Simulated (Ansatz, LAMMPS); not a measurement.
## A frame of liquid mixture of sulfolane and H2O from 340 K (192 atoms): geometry optimisation

Aim: bring a frame of liquid mixture of sulfolane and H2O from 340 K (192 atoms) to a nearby minimum of the energy and see what moves.

Calculated with Ansatz 0.2.0; Kohn-Sham DFT, PBE+D3(BJ), PAW (set soft_2), plane waves.

**1. Set-up**

The cell holds 192 atoms: 28 O, 12 S, 48 C and 104 H. Cell: a = 12.778 Å, b = 12.778 Å, c = 12.778 Å, α = 90.0°, β = 90.0°, γ = 90.0°. 12 sulfolane, 4 H2O placed at random, at 1.21 g/cm³; overlaps pushed apart, then 10 ps at 450 K with MMFF94 bonds, angles, torsions, charges and radii (Halgren, J. Comput. Chem. 17, 490 (1996)) in harmonic and 12-6 forms; SPC/E water (Berendsen, Grigera and Straatsma, J. Phys. Chem. 91, 6269 (1987)). Snapshot after 20 ps at 340 K and fixed volume.

Limits known from the start: The network of contacts between molecules at the start is that of the classical potential that made the cell. The Brillouin zone is sampled at Γ only, in a cell whose shortest periodic width is 13 Å.

**2. The classical run that made the cell**

A classical potential supplies the starting structure, since it reaches far longer times than DFT.

This step: classical MD, MMFF94 bonds, angles, torsions, charges and radii (Halgren, J. Comput. Chem. 17, 490 (1996)) in harmonic and 12-6 forms; SPC/E water (Berendsen, Grigera and Straatsma, J. Phys. Chem. 91, 6269 (1987)) (LAMMPS 22 Jul 2025 - Update 4).

in.lmp reads:

```
# liquid mixture of sulfolane and H2O
units real
atom_style full
boundary p p p
bond_style harmonic
angle_style harmonic
dihedral_style opls
improper_style harmonic
special_bonds lj 0 0 0.5 coul 0 0 0.75
read_data data.lmp
neigh_modify delay 0 every 1 check yes one 4000
comm_modify cutoff 12.0
timestep 0.5
thermo_style custom step time temp pe press density
thermo_modify norm yes
# push overlapping molecules apart
pair_style soft 2.6
pair_coeff * * 0.0
variable a equal ramp(1,60)
fix ad all adapt 1 pair soft a * * v_a
velocity all create 450 5276 mom yes dist gaussian
fix lim all nve/limit 0.03
fix lan all langevin 450 450 50 5277 zero yes
thermo 1000
run 3000 post no
unfix ad
pair_style lj/cut/coul/long 9.0
pair_modify mix arithmetic tail yes
pair_coeff 1 1 0.0763 3.0960   # O
pair_coeff 2 2 0.2681 3.4180   # S
pair_coeff 3 3 0.0678 3.3680   # C
pair_coeff 4 4 0.0216 2.5400   # H
pair_coeff 5 5 0.1553 3.1660   # O
pair_coeff 6 6 0.0000 1.0000   # H
# [... 19 lines left out ...]
compute msd all msd com yes
thermo 5000
fix md all nvt temp 340 340 100
run 20000 post no
print "== T340: mean square displacement over the hold $(c_msd[4]:%.2f) A^2"
unfix md
uncompute msd
write_dump all custom T340.dump id type xs ys zs modify sort id
```

Started as:

```bash
lmp -in in.lmp -log none -nocite
```

Numbers of over 12 decimals in the logs are rounded to 6 here.

Log:

```text
LAMMPS (22 Jul 2025 - Update 4)
Reading data file ...
  orthogonal box = (0 0 0) to (12.77814 12.77814 12.77814)
  192 atoms
  orthogonal box = (0 0 0) to (12.77814 12.77814 12.77814)
  188 bonds
  364 angles
  492 dihedrals
   Step          Time           Temp          PotEng         Press         Density
         0   0              450            0.41288055    -1081.1605      1.2049997
      1000   500            425.49429      1.5489272      23868.056      1.2049997
      2000   1000           431.05643      1.5403104      22368.547      1.2049997
      3000   1500           433.25676      1.4653534      21867.97       1.2049997
Loop time of 0.408677 s on 1 MPI rank(s) for 3000 steps with 192 atoms
PPPM initialization ...
  G vector (1/distance) = 0.3011598
  grid = 8 8 8
  estimated relative force accuracy = 2.782134e-05
   Step          Time           Temp          PotEng         Press         Density
      3000   1500           433.25676      0.67297403     2065.0271      1.2049997
      3100   1550           433.25676     -0.86117883     4370.9863      1.2049997
      3200   1600           433.25676     -0.97261751     4202.2721      1.2049997
      3300   1650           433.25676     -1.0553047      2977.1449      1.2049997
Loop time of 0.436053 s on 1 MPI rank(s) for 300 steps with 192 atoms
Minimization stats:
  Stopping criterion = max iterations
  Energy initial, next-to-last, final =
     0.672974031101433   -1.0550640452966  -1.05530471040025
  Force two-norm initial, final = 610.43494 10.285468
  Iterations, force evaluations = 300 600
   Step          Time           Temp          PotEng         Press         Density
         0   0              450           -1.0553047      3185.9962      1.2049997
      1000   500            423.9575       0.25560898     2002.7698      1.2049997
      2000   1000           424.57768      0.30734967     5407.7442      1.2049997
Loop time of 1.0351 s on 1 MPI rank(s) for 2000 steps with 192 atoms
   Step          Time           Temp          PotEng         Press         Density
      2000   1000           433.65955      0.27327926     7495.5087      1.2049997
[... 5 lines left out ...]
Loop time of 5.71328 s on 1 MPI rank(s) for 10000 steps with 192 atoms
   Step          Time           Temp          PotEng         Press         Density
[... 4 lines left out ...]
Loop time of 2.81385 s on 1 MPI rank(s) for 5000 steps with 192 atoms
   Step          Time           Temp          PotEng         Press         Density
[... 2 lines left out ...]
     25000   24000          357.0609      -0.026776857   -2837.2971      1.2049997
     30000   29000          333.52525     -0.12134737    -3207.2583      1.2049997
     35000   34000          386.30547     -0.071613247    1958.3588      1.2049997
     37000   36000          331.04074     -0.080068561   -2380.3113      1.2049997
Loop time of 10.9641 s on 1 MPI rank(s) for 20000 steps with 192 atoms
== T340: mean square displacement over the hold 7.42 A^2
```

The job ended after 22 s (1 thread of AMD EPYC 9R45, shared host; peak memory 0.12 GiB).

The input also reads data.lmp (atoms, bonds and types; not printed here).

**3. Single point at the start**

A single point comes first, to see the forces before anything moves.

input.yaml reads:

```yaml
crystal:
  lattice:
    - [12.77814, 0.0, 0.0]
    - [0.0, 12.77814, 0.0]
    - [0.0, 0.0, 12.77814]
  atoms:
    - { symbol: O, position: [0.86482, 0.46713, 0.03442] }
    - { symbol: S, position: [0.94831, 0.39388, 0.04821] }
    - { symbol: O, position: [0.95592, 0.29765, 0.99084] }
    - { symbol: C, position: [0.96396, 0.37187, 0.18175] }
    - { symbol: C, position: [0.08701, 0.36905, 0.19035] }
    - { symbol: C, position: [0.12362, 0.46104, 0.12458] }
    - { symbol: C, position: [0.06473, 0.45632, 0.01971] }
    - { symbol: H, position: [0.93481, 0.43383, 0.23764] }
    - { symbol: H, position: [0.93073, 0.2928, 0.21174] }
    - { symbol: H, position: [0.13223, 0.29948, 0.15951] }
    - { symbol: H, position: [0.10357, 0.36924, 0.26989] }
    - { symbol: H, position: [0.09008, 0.53037, 0.1626] }
    - { symbol: H, position: [0.2043, 0.47948, 0.10746] }
    - { symbol: H, position: [0.09761, 0.40552, 0.96239] }
    - { symbol: H, position: [0.0512, 0.5359, 0.98184] }
    - { symbol: O, position: [0.14729, 0.85018, 0.16375] }
    - { symbol: S, position: [0.12368, 0.85851, 0.272] }
    - { symbol: O, position: [0.05128, 0.93695, 0.3109] }
    - { symbol: C, position: [0.23378, 0.85946, 0.34889] }
    - { symbol: C, position: [0.22099, 0.77701, 0.42809] }
    - { symbol: C, position: [0.16789, 0.68567, 0.37452] }
    - { symbol: C, position: [0.07822, 0.73168, 0.31583] }
    - { symbol: H, position: [0.29889, 0.84564, 0.2939] }
    - { symbol: H, position: [0.2374, 0.93768, 0.39019] }
    - { symbol: H, position: [0.1781, 0.80956, 0.49644] }
    - { symbol: H, position: [0.29832, 0.76257, 0.46064] }
    - { symbol: H, position: [0.21924, 0.64409, 0.31643] }
    - { symbol: H, position: [0.1308, 0.62501, 0.43339] }
    - { symbol: H, position: [0.00762, 0.75074, 0.36478] }
    - { symbol: H, position: [0.05438, 0.67978, 0.25159] }
    - { symbol: O, position: [0.82035, 0.25168, 0.45252] }
    - { symbol: S, position: [0.89176, 0.2405, 0.54241] }
    [... 154 atom lines left out ...]
    - { symbol: O, position: [0.87259, 0.6686, 0.09774] }
    - { symbol: H, position: [0.8059, 0.7043, 0.07769] }
    - { symbol: H, position: [0.87096, 0.59441, 0.07288] }
    - { symbol: O, position: [0.22298, 0.75554, 0.73713] }
    - { symbol: H, position: [0.23776, 0.81816, 0.78168] }
    - { symbol: H, position: [0.14633, 0.75197, 0.72176] }
kpoints:
  mp_grid: { grid: [1, 1, 1] }
hamiltonian:
  xc: pbe
  dispersion: d3bj
scf:
  occupations: { method: fixed }
output:
  forces: true
  stress: true
  populations: true
  dos:
    method: { smearing: { sigma: 0.08 } }
    de: 0.1
    projected: { site_lists: { C: [C], H: [H], O: [O], S: [S] } }
  eigenvalues: true
```

Started as:

```bash
ansatz run input.yaml --threads 4 --pin off --max-ram 8192MiB --backend cpu --events-out ev --progress --plain --runs-dir out
```

Log:

```text
Engine: ansatz 0.2.0, x86_64-unknown-linux-gnu
Pseudopotentials: kind: paw
Pseudopotential: O, paw, valence charge 6, recommended cutoff 420 eV (normal), O.paw.azcp
Pseudopotential: S, paw, valence charge 6, recommended cutoff 420 eV (normal), S.paw.azcp
Pseudopotential: C, paw, valence charge 4, recommended cutoff 420 eV (normal), C.paw.azcp
Pseudopotential: H, paw, valence charge 1, recommended cutoff 420 eV (normal), H.paw.azcp
Functional definition: PBE
  parameter kappa = 0.804
  parameter beta = 0.066725
  exchange = pbe_x(kappa = kappa, mu = beta*pi^2/3)
  correlation = pbe_c(beta = beta)
Crystal: 192 atoms, lattice volume = 2086.426 Å³
Basis set: ecut = 420 eV, 40651 PW (Γ), exchange–correlation on 180×180×180 points (8 copies of the dense FFT grid, shifted against one another)
Bands: 460, of which v1, the nominal top of the filled ones, is band 268 counted from 1 (267 counted from 0)
Symmetry: 1 space group operations
Space group: P1 (ITA 1), of the structure as read, at distance tolerance 1.3e-4 Å
k-points: 1
Non-local potential: O, projectors of the file, l = 0: 2, l = 1: 2, l = 2: 1
Non-local potential: S, projectors of the file, l = 0: 2, l = 1: 2, l = 2: 2
Non-local potential: C, projectors of the file, l = 0: 2, l = 1: 2, l = 2: 1
Non-local potential: H, projectors of the file, l = 0: 2, l = 1: 1
PAW form: soft (Blöchl's): semilocal exchange-correlation on the pseudo side does not see the compensation charge
PAW one-centre angular grid: O, 110 points (default); XC on 64 Gauss nodes
PAW one-centre angular grid: S, 110 points (default); XC on 64 Gauss nodes
PAW one-centre angular grid: C, 110 points (default); XC on 64 Gauss nodes
PAW one-centre angular grid: H, 110 points (default); XC on 64 Gauss nodes
Initial density: superposition of atomic densities (neutral atoms: chi_scale 0, normalization atom), corrected by the library's trained network
Initial wavefunctions: pseudopotential atomic-orbital guess
Functional: x = pbe(κ = 0.804, μ = 0.219515), c = pbe(β = 0.066725)
SCF iter   1: F=—  HF=-40412.362377 eV  |F-HF|=—  |Δ(HF+E_count)|=         —  Δρ=6.90e-3  dr2=1.22e0  ethr=1.77e-3  ⟨swp⟩=5.0  Hψ=1732  notcnv=0  defer=189
preconditioner: auto → Resta (q_TF=auto, 2.175 Å⁻¹)  ε∞=2.5  [insulator: Δε(μ)=4.677 eV  Ē_g=15.257 eV  n_scr=364 (ndim 8)  ℏωp=18.4 eV  f_vac=0.252  ε∞_Penn≈2.5]
SCF iter   2: F=—  HF=-40412.036107 eV  |F-HF|=—  |Δ(HF+E_count)|=   3.26e-1  Δρ=3.92e-3  dr2=2.29e-1  ethr=2.28e-4  ⟨swp⟩=2.0  Hψ=784  notcnv=0  defer=190
SCF iter   3: F=—  HF=-40412.016762 eV  |F-HF|=—  |Δ(HF+E_count)|=   1.93e-2  Δρ=1.51e-3  dr2=6.15e-2  ethr=4.27e-5  ⟨swp⟩=2.0  Hψ=543  notcnv=0  defer=190
SCF iter   4: F=—  HF=-40412.015113 eV  |F-HF|=—  |Δ(HF+E_count)|=   1.65e-3  Δρ=6.20e-4  dr2=1.14e-2  ethr=1.15e-5  ⟨swp⟩=3.0  Hψ=411  notcnv=0  defer=190
SCF iter   5: F=—  HF=-40412.013838 eV  |F-HF|=—  |Δ(HF+E_count)|=   1.27e-3  Δρ=2.59e-4  dr2=1.83e-3  ethr=2.12e-6  ⟨swp⟩=3.0  Hψ=537  notcnv=0  defer=190
SCF iter   6: F=—  HF=-40412.013573 eV  |F-HF|=—  |Δ(HF+E_count)|=   2.65e-4  Δρ=1.18e-4  dr2=3.27e-4  ethr=3.41e-7  ⟨swp⟩=2.0  Hψ=543  notcnv=0  defer=190
SCF iter   7: F=—  HF=-40412.013523 eV  |F-HF|=—  |Δ(HF+E_count)|=   5.02e-5  Δρ=3.36e-5  dr2=2.80e-5  ethr=6.09e-8  ⟨swp⟩=2.0  Hψ=535  notcnv=0  defer=190
SCF iter   8: F=—  HF=-40412.013324 eV  |F-HF|=—  |Δ(HF+E_count)|=   1.99e-4  Δρ=2.30e-5  dr2=1.06e-5  ethr=5.22e-9  ⟨swp⟩=2.0  Hψ=796  notcnv=0  defer=190
SCF iter   9: F=—  HF=-40412.013322 eV  |F-HF|=—  |Δ(HF+E_count)|=   1.79e-6  Δρ=5.42e-6  dr2=7.04e-7  ethr=1.97e-9  ⟨swp⟩=2.0  Hψ=541  notcnv=0  defer=190
SCF iter  10: F=—  HF=-40412.013322 eV  |F-HF|=—  |Δ(HF+E_count)|=   1.12e-7  Δρ=2.68e-6  dr2=1.48e-7  ethr=1.31e-10  ⟨swp⟩=2.0  Hψ=540  notcnv=0  defer=190
SCF iter  11: F=-40412.013322 eV  HF=-40412.013322 eV  |F-HF|=2.56e-8  |Δ(HF+E_count)|=   3.78e-8  Δρ=1.52e-6  dr2=4.29e-8  ethr=1.87e-11  ⟨swp⟩=17.0  Hψ=3356  notcnv=0
SCF 1 converged in 11 iterations: F = -40412.013322 eV  dr2 = 4.29e-8
  greatest PAW one-centre occupation: 0.881 electrons in one spin orbital (limit 2), on the O atom at site 150 (counted from 0), in its partial waves of l = 0
SCF converged after 11 iterations
Free energy (F): -40412.013322 eV
Harris-Foulkes:  -40412.013322 eV  (|F-HF|=2.56e-8)
Internal energy: -40412.013322 eV  (E = F + TS)
E sigma→0 (E₀):  -40412.013322 eV
Fermi energy:    -0.463937 eV
--- Per-component energies (eV) ---
  E_band       = -4087.297182
  E_kinetic    = 12203.287264
  E_local      = -39900.685865  (includes V_loc(G=0)·N_el)
  E_nonlocal   = 3149.071328
  E_hartree    = 14871.159815
  E_xc         = -6512.440467
  E_vxc        = -7799.645241  (∫ρ·V_xc dr)
  E_paw        = -16473.355884  (= ΣΔE_a)
  E_vpaw       = -1481.568830  (= ΣTr[D̂ρ^β])
  E_aug_tail   = -0.072313  (compensation charges beyond the density's cutoff)
  E_ewald      = -7737.851050
  E_disp       = -11.126150  (pairwise vdW)
  E_smearing   = -0.000000  (= −TS)
  E_closure    = 0.000000  (closes the sum)
  Σ components = -40412.013322   (vs F -40412.013322, Δ=0.00e0)
--- Forces (eV/Å), atoms counted from 1 ---
  atom   1  O     -2.17770406     0.88465798    -0.81347416
  atom   2  S      0.28384442     0.28685415     0.49716400
  atom   3  O     -0.86572499    -1.72715519    -0.67001201
  atom   4  C      1.16170284    -2.04338386     2.31929762
  atom   5  C      0.32421414    -1.03782850    -2.10988595
  atom   6  C     -1.25085938     1.43012738    -0.12262610
  atom   7  C      0.75854638     1.96321402     0.02007102
  atom   8  H      0.11256314    -0.43400852    -1.11501720
  atom   9  H      0.31561662     1.50243481    -0.93867167
  atom  10  H     -1.30567329     0.21370039     0.27306906
  atom  11  H      0.79468596     0.47253447     2.06948076
  atom  12  H      0.27372190     0.38635583     0.10227731
  atom  13  H      0.73485195    -0.46241287     0.39003382
  atom  14  H      0.90547383    -0.53005551    -0.57356914
[...]
atom 191  H     -0.81816616    -0.73500487    -0.55169117
  atom 192  H      1.13870863     0.58271996     0.56764627
  max |Σ_I F_I| component: 6.89e-5 eV/Å
--- Stress (GPa, compression-positive) ---
        3.576645       0.596682       0.483360
        0.596682       1.638176      -0.115208
        0.483360      -0.115208       3.444260
  P = ⅓ Tr σ = 2.8864 GPa (28.864 kbar)
--- Band table (eV) ---
  k-point 0: bands = ["-23.0010", "-22.8964", "-22.7941", "-22.4804", [... 444 levels ...], "11.1507", "11.1677", "11.2063", "11.2547", "11.2938", "11.3083", "11.3405", "11.3682", "11.4121", "11.4161", "11.4622", "11.4995"]
--- Löwdin populations: 192 sites ---
  site symbol       q [e]
     0      O      6.7365
     1      S      3.8237
     2      O      6.7619
[...]
191      H      0.6190
  spilling = 0.017974 (of n_electrons = 536.000000)
```

Run time: 17 s. Hardware: 4 threads of AMD EPYC 9R45, shared host; peak memory 2.9 GiB.

In the SCF lines HF is the Harris–Foulkes energy and dr2 the Hartree energy of the density residual, in eV; the loop may stop once dr2 is under the threshold and the program's other checks hold. Hψ counts applications of the Hamiltonian.

Numbers from this run:

* free energy: -40412.0133 eV
* free energy per atom: -210.4792 eV/atom
* SCF cycles: 11
* pressure: 2.886 GPa
* r.m.s. force component: 0.9243 eV/Å
* longest force: 3.438 eV/Å
* Fermi energy: -0.4639 eV
* gap (highest filled to lowest empty level): 4.746 eV
* spilling of the projection: 0.01797

The r.m.s. force component of 0.92 eV/Å and the pressure of 2.9 GPa set the starting point.

Neighbours are counted within 1.34 Å (H-C), 1.21 Å (H-O), 1.85 Å (C-C), 2.21 Å (C-S), 1.88 Å (O-S).

Length of the force by element and coordination:

| element | coordination | atoms | mean length of the force (eV/Å) | spread | least | most |
| --- | --- | --- | --- | --- | --- | --- |
| C | all | 48 | 2.13 | 0.704 | 0.709 | 3.38 |
| H | all | 104 | 1.04 | 0.478 | 0.121 | 2.73 |
| O | all | 28 | 1.28 | 0.666 | 0.0351 | 2.98 |
| O | 1 | 24 | 1.40 | 0.629 | 0.593 | 2.98 |
| O | 2 | 4 | 0.546 | 0.329 | 0.0351 | 0.872 |
| S | all | 12 | 2.00 | 0.848 | 0.640 | 3.44 |

(Part 1 of 3 ends here.)

[Logs are printed without paths, hosts, clocks, repeated set-up lines and the standing remarks that a program may print on its own settings, such as how far it seeks lower states.]

[Hosts, paths, dates, database ids (printed as entryN), source tags and the programs' standing remarks are cut or masked in the printed files.]

[The MMFF94 radii named for the starting cell were scaled by 0.96; in molecules described by MMFF94, hydrogen bound to N, O or S took a small fixed 12-6 site in their place.]
